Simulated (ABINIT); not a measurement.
```cif
data_gan
_symmetry_space_group_name_H-M 'F-43m'
_symmetry_Int_Tables_number 216
_cell_length_a 4.5070
_cell_length_b 4.5070
_cell_length_c 4.5070
_cell_angle_alpha 90.000
_cell_angle_beta 90.000
_cell_angle_gamma 90.000
_cell_volume 91.55
loop_
_atom_site_label
_atom_site_type_symbol
_atom_site_symmetry_multiplicity
_atom_site_Wyckoff_symbol
_atom_site_fract_x
_atom_site_fract_y
_atom_site_fract_z
_atom_site_occupancy
Ga1 Ga 4 a 0.00000 0.00000 0.00000 1
N1 N 4 c 0.25000 0.25000 0.25000 1
_calc_subject 'Quasiparticle gap of GaN (F-43m) in ABINIT'
_calc_method 'RPA screening on LDA, plane waves, norm-conserving pseudopotentials (and 2 further levels or steps)'
_calc_program 'ABINIT 10.8.3'
_calc_settings 'cutoff 36 Ha, PseudoDojo scalar-relativistic 0.4.1 standard, norm-conserving, ngkpt (4, 4, 4), nband 36, ecuteps 4.8 Ha, inclvkb 2, shiftk (0, 0, 0), symchi 1, awtr 1, frequency ppm, 4×4×4 k-mesh'
_calc_cost '5 runs, 23 s in all on 4 MPI ranks of Arm Neoverse V2, shared host'
_calc_notes 'The cell and positions are those that the Materials Project relaxed with its own functionals (PBE, PBE+U or r2SCAN), kept fixed. This is not the form that GaN usually takes at ambient conditions. Limits: no spin-orbit coupling. The 4×4×4 mesh is coarse for this cell, which bears on the long-range parts of exchange and screening. The norm-conserving file of at least one element keeps a d shell over frozen s and p shells of the same row. Exchange with those shells is missing from the self-energy, an error of 0.3 to 0.9 eV in cases checked, whose sign depends on which edge lies on those atoms.'
_calc_lda_gap '1.77 eV, direct'
_calc_g0w0_gap_on_the_mesh '2.24 eV'
_calc_gw_settings '4×4×4 mesh, 36 bands, screening to 130.6 eV, Godby-Needs plasmon pole'
_calc_known_limits 'short of the basis limit; exchange with frozen shells missing; no spin-orbit coupling; coarse k mesh'
```

[Long decimals in the printed logs are rounded to 6 places.]

[Logs are printed without paths, hosts, clocks, repeated set-up lines and the standing remarks that a program may print on its own settings, such as how far it seeks lower states.]

[Paths, hosts, dates, memory and timing lines, banners, echoed tables and standing remarks are left out of the program output; an Ansatz launch command may be rebuilt from the run's recorded settings. Measured values are a selection of at most five: reports struck by readers or far from the other reports are left out. None is set beside runs whose start may be inverted or whose files or cutoffs have a known fault.]

[Runs of the session that timed out or met a known fault of the program may be left out.]

[Hosts, paths, dates, database ids (printed as entryN), source tags and the programs' standing remarks are cut or masked in the printed files.]

[G0W0 gaps are taken among the corrected bands and points alone; a level outside them can change the order at an edge.]

[Where Ansatz stands beside ABINIT at settings called matched, ABINIT's density can come from a denser mesh and the files from another edition; pairs whose starting gaps differed by over 0.03 eV were left out, so agreement reads better than it is.]
